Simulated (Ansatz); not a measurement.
# Convergence of a linear-scaling basis for graphene/h-BP/graphene sandwich (62 atoms), part 2 of 3

Wanted: errors and times of a linear-scaling basis for graphene/h-BP/graphene sandwich (62 atoms). A setting counts as converged where the r.m.s. difference of forces stays under 1 % of the r.m.s. force.

Ansatz 0.2.0; Kohn-Sham DFT, PBE+D4, PAW (set soft_2), plane waves.

The cell: 48 C, 7 B and 7 P. Beside vacuum, support functions can miss their usual error bounds without a warning.

So far. Step 3 (Support functions low): Forces differ from the reference by 0.54 meV/Å r.m.s., 0.11 % of their size, well within a tolerance of 1 %; the energy by -3.1 meV/atom. It took 2.3 min and 15 cycles; the reference's time can't be set against it, since the two runs asked for unlike analyses. Step 4 (Support functions medium): Forces differ from the reference by 0.41 meV/Å r.m.s., 0.086 % of their size, well within a tolerance of 1 %; the energy by -3.1 meV/atom.

## 5. Support functions medium, spacing 0.411 Å (grid laid 0.387 Å)

Level of this step: Kohn-Sham DFT, PBE+D4, PAW (set soft_2), localised support functions (medium) (Ansatz).

The grid spacing sets how fine a wave the support functions can hold. The typed value is an upper bound: the grid laid has 24×24×54 points, 0.387 Å apart at most.

The input, input.yaml:

```yaml
crystal:
  lattice:
    - [8.5073, 0.0, 0.0]
    - [-4.25365, 7.36754, 0.0]
    - [0.0, 0.0, 20.91]
  atoms:
    [... the 62 atom lines of step 2 ...]
kpoints:
  mp_grid: { grid: [2, 2, 1] }
hamiltonian:
  xc: pbe
  dispersion: d4
scf:
  occupations: { method: fermi_dirac, width: 0.025 }
  eigensolver: { kind: { support_functions: { accuracy: medium, spacing: 0.411 } } }
  mixing: { beta: 0.4 }
  max_iter: 150
output:
  forces: true
  eigenvalues: true
```

Launch:

```
> ansatz run input.yaml --threads 4 --pin off --max-ram 8192MiB --backend cpu --events-out ev --progress --plain --runs-dir out
```

Numbers of over 12 decimals in the logs are rounded to 6 here.

The log of the run:

```text
[...]
Crystal: 62 atoms, lattice volume = 1310.594 Å³
Basis set: ecut = 420 eV, 25707 PW (Γ), exchange–correlation on 120×120×288 points (8 copies of the dense FFT grid, shifted against one another)
Bands: 149, of which v1, the nominal top of the filled ones, is band 124 counted from 1 (123 counted from 0)
Symmetry: 1 space group operations
k-points: 4
[...]
SCF iter   1: F=—  HF=-18419.547247 eV  |F-HF|=—  |Δ(HF+E_count)|=         —  Δρ=6.59e-2  dr2=6.45e1  ethr=1.00e-1
[...]
SCF iter  17: F=-18422.766580 eV  HF=-18422.766580 eV  |F-HF|=1.95e-7  |Δ(HF+E_count)|=   6.37e-7  Δρ=5.40e-6  dr2=6.28e-7  ethr=7.26e-10
SCF 1 converged in 17 iterations: F = -18422.774441 eV  dr2 = 6.28e-7
[...]
SCF converged after 17 iterations
[...]
Free energy (F): -18422.774441 eV
[...]
Internal energy: -18422.729589 eV  (E = F + TS)
E sigma→0 (E₀):  -18422.752015 eV
Entropy (-TS):   -0.044852 eV (-0.723 meV/atom)
Fermi energy:    1.105781 eV
[...]
--- Forces (eV/Å), atoms counted from 1 ---
  atom   1  C      1.27171738    -0.79338866     0.40845169
  atom   2  C      0.32507017    -0.27822020     0.44648477
  atom   3  C     -0.37891175     0.45821736     0.36860205
  atom   4  C      0.46618677     0.20311740     0.45425929
  atom   5  C     -0.60440282    -0.34155905     0.35110925
  atom   6  C      0.13300956     0.10543620     0.33472159
  atom   7  C     -0.94760633     0.11219711     0.49245120
  atom   8  C     -0.38655114     0.09610832     0.35109639
  atom   9  C      0.04033536    -0.19615823     0.44351426
  atom  10  C      1.02308895     0.25513361     0.43659031
  atom  11  C      0.21288366     0.09511541     0.52465601
  atom  12  C     -0.04014343    -0.28367348     0.35979333
  atom  13  C     -0.56054007    -0.32232631     0.54400327
  atom  14  C     -1.19072278     0.68579024     0.45259040
[...]
atom  61  C      1.42929740    -0.37449398    -0.44213401
  atom  62  C     -1.36653801    -0.10719417    -0.50411904
  max |Σ_I F_I| component: 3.02e0 eV/Å
--- Band table (eV) ---
[...]
```

Elapsed: 55 s, on 4 threads of Arm Neoverse V2, shared host; peak memory 1.6 GiB.

The program notes that the forces don't sum to zero within tolerance and the grid leaves an egg-box force.

Forces differ from the reference by 243 meV/Å r.m.s., 51 % of their size, far over a tolerance of 1 %; the energy by +197 meV/atom. The setting is coarser than the default on purpose.

## 6. Support functions medium, spacing 0.343 Å (grid laid 0.290 Å)

The grid spacing sets how fine a wave the support functions can hold. The typed value is an upper bound: the grid laid has 30×30×72 points, 0.290 Å apart at most.

input.yaml, the sections that differ from step 5:

```yaml
scf:
  occupations: { method: fermi_dirac, width: 0.025 }
  eigensolver: { kind: { support_functions: { accuracy: medium, spacing: 0.343 } } }
  mixing: { beta: 0.4 }
  max_iter: 150
# crystal, kpoints, hamiltonian, output: as in step 5
```

The log of the run:

```text
[...]
Crystal: 62 atoms, lattice volume = 1310.594 Å³
Basis set: ecut = 420 eV, 25707 PW (Γ), exchange–correlation on 120×120×288 points (8 copies of the dense FFT grid, shifted against one another)
Bands: 149, of which v1, the nominal top of the filled ones, is band 124 counted from 1 (123 counted from 0)
Symmetry: 1 space group operations
k-points: 4
[...]
SCF iter   1: F=—  HF=-18439.070369 eV  |F-HF|=—  |Δ(HF+E_count)|=         —  Δρ=6.83e-2  dr2=7.14e1  ethr=1.00e-1
[...]
SCF iter  17: F=-18434.948359 eV  HF=-18434.948358 eV  |F-HF|=1.80e-6  |Δ(HF+E_count)|=   3.59e-6  Δρ=6.46e-6  dr2=1.10e-6  ethr=1.19e-9
SCF 1 converged in 17 iterations: F = -18434.952241 eV  dr2 = 1.10e-6
[...]
SCF converged after 17 iterations
[...]
Free energy (F): -18434.952241 eV
[...]
Internal energy: -18434.907520 eV  (E = F + TS)
E sigma→0 (E₀):  -18434.929880 eV
Entropy (-TS):   -0.044721 eV (-0.721 meV/atom)
Fermi energy:    1.075122 eV
[...]
--- Forces (eV/Å), atoms counted from 1 ---
  atom   1  C      1.36503916    -0.86581973    -0.14416719
  atom   2  C      0.36538770    -0.24351351     0.12230086
  atom   3  C     -0.41130686     0.47343078    -0.06627102
  atom   4  C      0.53743820     0.22099444    -0.09506221
  atom   5  C     -0.65934278    -0.40082356     0.03216145
  atom   6  C      0.15699407     0.14413234     0.19912110
  atom   7  C     -1.01388949     0.10394398     0.11275700
  atom   8  C     -0.42514065     0.12516319    -0.13122865
  atom   9  C      0.04168372    -0.24304755     0.10969754
  atom  10  C      1.10310614     0.28780510    -0.07431576
  atom  11  C      0.17436841     0.09800919     0.24181636
  atom  12  C     -0.04179068    -0.25043226    -0.11224132
  atom  13  C     -0.59543910    -0.37873247    -0.01045943
  atom  14  C     -1.27591705     0.75311926    -0.13330799
[...]
atom  61  C      1.48359443    -0.28884433    -0.12689900
  atom  62  C     -1.39111746     0.05453999    -0.13778386
  max |Σ_I F_I| component: 9.16e-2 eV/Å
--- Band table (eV) ---
[...]
```

Run time: 69 s. Hardware: 4 threads; peak memory 1.8 GiB; 4.2 min of CPU time.

Forces differ from the reference by 14 meV/Å r.m.s., 3.0 % of their size, over a tolerance of 1 %; the energy by +0.96 meV/atom. The setting is coarser than the default on purpose.

## 7. Support functions medium, spacing 0.297 Å (grid laid 0.290 Å)

The grid spacing sets how fine a wave the support functions can hold. The typed value is an upper bound, and the grid laid (30×30×72 points) is that of the run with spacing 0.343 Å.

input.yaml, the sections that differ from step 6:

```yaml
scf:
  occupations: { method: fermi_dirac, width: 0.025 }
  eigensolver: { kind: { support_functions: { accuracy: medium, spacing: 0.297 } } }
  mixing: { beta: 0.4 }
  max_iter: 150
# crystal, kpoints, hamiltonian, output: as in step 6
```

The log of the run:

```text
[...]
Crystal: 62 atoms, lattice volume = 1310.594 Å³
Basis set: ecut = 420 eV, 25707 PW (Γ), exchange–correlation on 120×120×288 points (8 copies of the dense FFT grid, shifted against one another)
Bands: 149, of which v1, the nominal top of the filled ones, is band 124 counted from 1 (123 counted from 0)
Symmetry: 1 space group operations
k-points: 4
[...]
SCF iter   1: F=—  HF=-18439.055078 eV  |F-HF|=—  |Δ(HF+E_count)|=         —  Δρ=6.83e-2  dr2=7.14e1  ethr=1.00e-1
[...]
SCF iter  17: F=-18434.944117 eV  HF=-18434.944116 eV  |F-HF|=1.80e-6  |Δ(HF+E_count)|=   3.59e-6  Δρ=6.46e-6  dr2=1.09e-6  ethr=1.19e-9
SCF 1 converged in 17 iterations: F = -18434.947999 eV  dr2 = 1.09e-6
[...]
SCF converged after 17 iterations
[...]
Free energy (F): -18434.947999 eV
[...]
Internal energy: -18434.903278 eV  (E = F + TS)
E sigma→0 (E₀):  -18434.925638 eV
Entropy (-TS):   -0.044721 eV (-0.721 meV/atom)
Fermi energy:    1.075110 eV
[...]
--- Forces (eV/Å), atoms counted from 1 ---
  atom   1  C      1.36528486    -0.86546687    -0.14418443
  atom   2  C      0.36514827    -0.24392805     0.12227026
  atom   3  C     -0.41105289     0.47388591    -0.06630059
  atom   4  C      0.53721999     0.22058450    -0.09509150
  atom   5  C     -0.65911997    -0.40040886     0.03213344
  atom   6  C      0.15674736     0.14370740     0.19908630
  atom   7  C     -1.01371391     0.10434350     0.11272538
  atom   8  C     -0.42539660     0.12478603    -0.13124347
  atom   9  C      0.04195679    -0.24260598     0.10965962
  atom  10  C      1.10291701     0.28738554    -0.07433983
  atom  11  C      0.17460057     0.09843840     0.24177343
  atom  12  C     -0.04207411    -0.25086683    -0.11226266
  atom  13  C     -0.59520909    -0.37833799    -0.01049503
  atom  14  C     -1.27618287     0.75272638    -0.13333686
[...]
atom  61  C      1.48396379    -0.28841988    -0.12686809
  atom  62  C     -1.39136098     0.05400943    -0.13774785
  max |Σ_I F_I| component: 9.29e-2 eV/Å
--- Band table (eV) ---
[...]
```

It took 69 s on 4 threads; peak memory 1.8 GiB; 4.2 min of CPU time.

Forces differ from the reference by 14 meV/Å r.m.s., 3.0 % of their size, over a tolerance of 1 %; the energy by +1.0 meV/atom. The setting is coarser than the default on purpose.

## 8. Support functions medium, spacing 0.263 Å (grid laid 0.236 Å)

The grid spacing sets how fine a wave the support functions can hold. The typed value is an upper bound: the grid laid has 36×36×90 points, 0.236 Å apart at most.

input.yaml, the sections that differ from step 7:

```yaml
scf:
  occupations: { method: fermi_dirac, width: 0.025 }
  eigensolver: { kind: { support_functions: { accuracy: medium, spacing: 0.263 } } }
  mixing: { beta: 0.4 }
  max_iter: 150
# crystal, kpoints, hamiltonian, output: as in step 7
```

The log of the run:

```text
[...]
Crystal: 62 atoms, lattice volume = 1310.594 Å³
Basis set: ecut = 420 eV, 25707 PW (Γ), exchange–correlation on 120×120×288 points (8 copies of the dense FFT grid, shifted against one another)
Bands: 149, of which v1, the nominal top of the filled ones, is band 124 counted from 1 (123 counted from 0)
Symmetry: 1 space group operations
k-points: 4
[...]
SCF iter   1: F=—  HF=-18441.230374 eV  |F-HF|=—  |Δ(HF+E_count)|=         —  Δρ=6.82e-2  dr2=7.12e1  ethr=1.00e-1
[...]
SCF iter  16: F=—  HF=-18435.221159 eV  |F-HF|=—  |Δ(HF+E_count)|=   2.69e-4  Δρ=1.13e-5  dr2=2.37e-6  ethr=2.52e-9  κ⁻¹=9.3e-5(r=7)
SCF iter  17: F=-18435.221164 eV  HF=-18435.221162 eV  |F-HF|=1.66e-6  |Δ(HF+E_count)|=   3.37e-6  Δρ=6.46e-6  dr2=9.23e-7  ethr=9.55e-10
SCF 1 converged in 17 iterations: F = -18435.226649 eV  dr2 = 9.23e-7
[...]
SCF converged after 17 iterations
[...]
Free energy (F): -18435.226649 eV
[...]
Internal energy: -18435.181954 eV  (E = F + TS)
E sigma→0 (E₀):  -18435.204302 eV
Entropy (-TS):   -0.044696 eV (-0.721 meV/atom)
Fermi energy:    1.073798 eV
[...]
Σ components = -18435.226649   (vs F -18435.226649, Δ=0.00e0)
--- Forces (eV/Å), atoms counted from 1 ---
  atom   1  C      1.36053408    -0.88859138    -0.14857900
  atom   2  C      0.37801082    -0.22121225     0.11919624
  atom   3  C     -0.42453928     0.45607303    -0.06985823
  atom   4  C      0.55191063     0.24179774    -0.09964797
[...]
atom  62  C     -1.38468549     0.07733677    -0.13502987
  max |Σ_I F_I| component: 6.19e-3 eV/Å
--- Band table (eV) ---
[...]
```

Wall time 93 s (4 threads); peak memory 2.2 GiB.

Keys that differ from the reference: support_functions.accuracy = "medium", support_functions.spacing = 0.263, scf.max_iter = 150 and scf.mixing.beta = 0.4.

Forces differ from the reference by 0.99 meV/Å r.m.s., 0.21 % of their size, well within a tolerance of 1 %; the energy by -3.5 meV/atom. It took 93 s and 17 cycles; the reference's time can't be set against it, since the two runs asked for unlike analyses.

## 9. Support functions medium, spacing 0.206 Å (grid laid 0.194 Å)

The grid spacing sets how fine a wave the support functions can hold. The typed value is an upper bound: the grid laid has 48×48×108 points, 0.194 Å apart at most.

input.yaml, the sections that differ from step 8:

```yaml
scf:
  occupations: { method: fermi_dirac, width: 0.025 }
  eigensolver: { kind: { support_functions: { accuracy: medium, spacing: 0.206 } } }
  mixing: { beta: 0.4 }
  max_iter: 150
# crystal, kpoints, hamiltonian, output: as in step 8
```

The log of the run:

```text
[...]
Crystal: 62 atoms, lattice volume = 1310.594 Å³
Basis set: ecut = 420 eV, 25707 PW (Γ), exchange–correlation on 120×120×288 points (8 copies of the dense FFT grid, shifted against one another)
Bands: 149, of which v1, the nominal top of the filled ones, is band 124 counted from 1 (123 counted from 0)
Symmetry: 1 space group operations
k-points: 4
[...]
SCF iter   1: F=—  HF=-18442.126171 eV  |F-HF|=—  |Δ(HF+E_count)|=         —  Δρ=6.82e-2  dr2=7.10e1  ethr=1.00e-1
[...]
SCF iter  16: F=—  HF=-18435.198156 eV  |F-HF|=—  |Δ(HF+E_count)|=   2.61e-4  Δρ=1.04e-5  dr2=2.38e-6  ethr=3.37e-9  κ⁻¹=8.5e-5(r=7)
SCF iter  17: F=-18435.198160 eV  HF=-18435.198158 eV  |F-HF|=2.27e-6  |Δ(HF+E_count)|=   1.87e-6  Δρ=6.96e-6  dr2=1.00e-6  ethr=9.61e-10
SCF 1 converged in 17 iterations: F = -18435.203098 eV  dr2 = 1.00e-6
[...]
SCF converged after 17 iterations
[...]
Free energy (F): -18435.203098 eV
[...]
Internal energy: -18435.158395 eV  (E = F + TS)
E sigma→0 (E₀):  -18435.180747 eV
Entropy (-TS):   -0.044703 eV (-0.721 meV/atom)
Fermi energy:    1.073877 eV
[...]
Σ components = -18435.203098   (vs F -18435.203098, Δ=0.00e0)
--- Forces (eV/Å), atoms counted from 1 ---
  atom   1  C      1.35761118    -0.88949502    -0.14884876
  atom   2  C      0.37846703    -0.22052372     0.11905733
  atom   3  C     -0.42495355     0.45410979    -0.07020270
  atom   4  C      0.55232298     0.24415730    -0.09996169
[...]
atom  62  C     -1.38362192     0.07862197    -0.13498150
  max |Σ_I F_I| component: 7.23e-4 eV/Å
--- Band table (eV) ---
[...]
```

Wall time 2.4 min (4 threads); peak memory 3.2 GiB.

Keys that differ from the reference: support_functions.accuracy = "medium", support_functions.spacing = 0.206, scf.max_iter = 150 and scf.mixing.beta = 0.4.

Forces differ from the reference by 0.37 meV/Å r.m.s., 0.079 % of their size, well within a tolerance of 1 %; the energy by -3.1 meV/atom. It took 2.4 min and 17 cycles; the reference's time can't be set against it, since the two runs asked for unlike analyses.

## 10. A run with a doubtful setting

The input is spoilt on purpose; the run shows how that looks.

This step: Kohn-Sham DFT, PBE+D4, PAW (set soft_2), plane waves (Ansatz 0.2.0).

input.yaml, the sections that differ from step 9:

```yaml
crystal:
  lattice:
    - [16.07646685, 0.0, 0.0]
    - [-8.03823343, 13.92263263, 0.0]
    - [0.0, 0.0, 39.51417275]
  atoms:
    [... the 62 atom lines of step 2 ...]
scf:
  occupations: { method: fermi_dirac, width: 0.025 }
  max_iter: 100
output:
  forces: true
# kpoints, hamiltonian: as in step 9
```

The log of the run:

```text
projector tables: rebuilt, as memory chose (as under --projector-tables rebuilt)
[...]
Crystal: 62 atoms, lattice volume = 8844.329 Å³
Basis set: ecut = 420 eV, 172765 PW (Γ), exchange–correlation on 216×216×540 points (8 copies of the dense FFT grid, shifted against one another)
Bands: 186, of which v1, the nominal top of the filled ones, is band 124 counted from 1 (123 counted from 0)
Symmetry: 1 space group operations
[...]
k-points: 4
[...]
SCF iter   1: F=—  HF=-18048.320295 eV  |F-HF|=—  |Δ(HF+E_count)|=         —  Δρ=2.70e-2  dr2=9.52e2  ethr=1.77e-3  ⟨swp⟩=5.5  Hψ=2335  notcnv=0
[...]
SCF iter  38: F=-18029.050068 eV  HF=-18029.050068 eV  |F-HF|=3.37e-8  |Δ(HF+E_count)|=   3.56e-8  Δρ=3.96e-7  dr2=8.37e-8  ethr=4.03e-11  ⟨swp⟩=37.5  Hψ=5886  notcnv=0
SCF 1 converged in 38 iterations: F = -18029.050068 eV  dr2 = 8.37e-8
[...]
SCF converged after 38 iterations
Free energy (F): -18029.050068 eV
[...]
Internal energy: -18028.325680 eV  (E = F + TS)
E sigma→0 (E₀):  -18028.687874 eV
Entropy (-TS):   -0.724388 eV (-11.684 meV/atom)
Fermi energy:    -4.973573 eV
[...]
--- Forces (eV/Å), atoms counted from 1 ---
  atom   1  C     -0.23423370     0.13496935     0.00232138
  atom   2  C     -0.03072960    -0.11428561     0.01112244
  atom   3  C      0.03118553    -0.13679382     0.00714155
  atom   4  C     -0.15970674     0.05669068    -0.01755105
  atom   5  C      0.11943848     0.06827981     0.01854825
  atom   6  C     -0.00730671    -0.06469639     0.01840963
  atom   7  C      0.08769257     0.10570848    -0.00060369
  atom   8  C     -0.02446123    -0.06943019     0.00584266
  atom   9  C      0.04060179    -0.02634359     0.01542630
  atom  10  C     -0.07055425    -0.07501555     0.00037886
  atom  11  C      0.01805301    -0.02574636     0.00664541
  atom  12  C      0.03732374     0.06179422     0.00858277
  atom  13  C      0.03936313     0.18071459    -0.00891921
  atom  14  C      0.26078709    -0.09289712    -0.00927421
[...]
atom  61  C     -0.11828741    -0.01085593    -0.02323831
  atom  62  C      0.00842160    -0.02587729     0.01136530
  max |Σ_I F_I| component: 3.72e-6 eV/Å
```

Wall time 18 min (4 threads); peak memory 7.3 GiB.

The program notes that it cut back its work space to fit the memory limit.

The run converged on the changed input; its numbers don't describe the system as set up.

The fault in the input: a lattice typed in bohr (crystal.lattice). The fix is to type the lattice in Å.

Against the plane-wave single point:

- r.m.s. difference of force components: 525 meV/Å
- longest difference of force vectors: 2038 meV/Å
- force difference over r.m.s. force: 111 %

## 11. Other settings

Changed here: basis.ecutwfc = "600 eV", scf.mixing.algorithm = "broyden", scf.mixing.beta = 0.7 and scf.mixing.ndim = 2.

The input, input.yaml:

```yaml
crystal:
  lattice:
    - [8.5073, 0.0, 0.0]
    - [-4.25365, 7.36754, 0.0]
    - [0.0, 0.0, 20.91]
  atoms:
    [... the 62 atom lines of step 2 ...]
kpoints:
  mp_grid: { grid: [2, 2, 1] }
hamiltonian:
  xc: pbe
  dispersion: d4
scf:
  occupations: { method: fermi_dirac, width: 0.025 }
  mixing: { algorithm: broyden, beta: 0.7, ndim: 2 }
output:
  forces: true
  populations: true
  dos:
    method: { smearing: { sigma: 0.08 } }
    de: 0.1
    projected:
      site_lists:
        B: [B]
        C: [C]
        P: [P]
        layer_1: [0, 1, 2, 3, 4, 5, 6, 7, 8, 9, 10, 11, 12, 13, 14, 15, 16, 17, 18, 19, 20, 21, 22, 23]
        layer_2: [24, 25, 26, 27, 28, 29, 30, 31, 32, 33, 34, 35, 36, 37]
        layer_3: [38, 39, 40, 41, 42, 43, 44, 45, 46, 47, 48, 49, 50, 51, 52, 53, 54, 55, 56, 57, 58, 59, 60, 61]
  eigenvalues: true
basis:
  ecutwfc: "600 eV"
```

The log of the run:

```text
[...]
Crystal: 62 atoms, lattice volume = 1310.594 Å³
Basis set: ecut = 600 eV, 43547 PW (Γ), exchange–correlation on 144×144×360 points (8 copies of the dense FFT grid, shifted against one another)
Bands: 186, of which v1, the nominal top of the filled ones, is band 124 counted from 1 (123 counted from 0)
Symmetry: 1 space group operations
[...]
k-points: 4
[...]
SCF iter   1: F=—  HF=-18435.222360 eV  |F-HF|=—  |Δ(HF+E_count)|=         —  Δρ=2.98e-3  dr2=2.90e-1  ethr=1.77e-3  ⟨swp⟩=9.5  Hψ=4635  notcnv=0  defer=167
[...]
SCF iter  26: F=—  HF=-18435.176134 eV  |F-HF|=—  |Δ(HF+E_count)|=  5.31e-10  Δρ=1.65e-6  dr2=1.17e-7  ethr=6.72e-11  ⟨swp⟩=2.0  Hψ=824  notcnv=0  defer=217  κ⁻¹=1.0e-1(r=2)
SCF iter  27: F=-18435.176134 eV  HF=-18435.176134 eV  |F-HF|=4.13e-8  |Δ(HF+E_count)|=   1.27e-8  Δρ=1.45e-6  dr2=9.59e-8  ethr=4.03e-11  ⟨swp⟩=28.8  Hψ=7260  notcnv=0
SCF 1 converged in 27 iterations: F = -18435.176134 eV  dr2 = 9.59e-8
[...]
SCF converged after 27 iterations
[...]
Free energy (F): -18435.176134 eV
[...]
Internal energy: -18435.131404 eV  (E = F + TS)
E sigma→0 (E₀):  -18435.153769 eV
Entropy (-TS):   -0.044730 eV (-0.721 meV/atom)
Fermi energy:    1.073712 eV
[...]
Σ components = -18435.176134   (vs F -18435.176134, Δ=0.00e0)
--- Forces (eV/Å), atoms counted from 1 ---
  atom   1  C      1.35816233    -0.88979746    -0.14872417
  atom   2  C      0.37841456    -0.22028566     0.11905955
  atom   3  C     -0.42465281     0.45408235    -0.06995968
  atom   4  C      0.55266852     0.24406602    -0.09990046
[...]
atom  62  C     -1.38333963     0.07857745    -0.13497989
  max |Σ_I F_I| component: 8.31e-7 eV/Å
--- Band table (eV) ---
[...]
--- Löwdin populations: 62 sites ---
  site symbol       q [e]
     0      C      3.9589
     1      C      3.9560
     2      C      3.9582
[...]
61      C      3.9556
  spilling = 0.009721 (of n_electrons = 248.000000)
```

Wall time 1.7 min (4 threads); peak memory 6.3 GiB; 6.7 min of CPU time.

Forces differ from the reference by 0.29 meV/Å r.m.s., 0.061 % of their size, well within a tolerance of 1 %; the energy by -2.7 meV/atom. It took 1.7 min and 27 cycles; the reference's time can't be set against it, since the two runs asked for unlike analyses.

[end of part 2 of 3]

[Logs are printed without paths, hosts, clocks, repeated set-up lines and the standing remarks that a program may print on its own settings, such as how far it seeks lower states.]

[Hosts, paths, dates, database ids (printed as entryN), source tags and the programs' standing remarks are cut or masked in the printed files.]
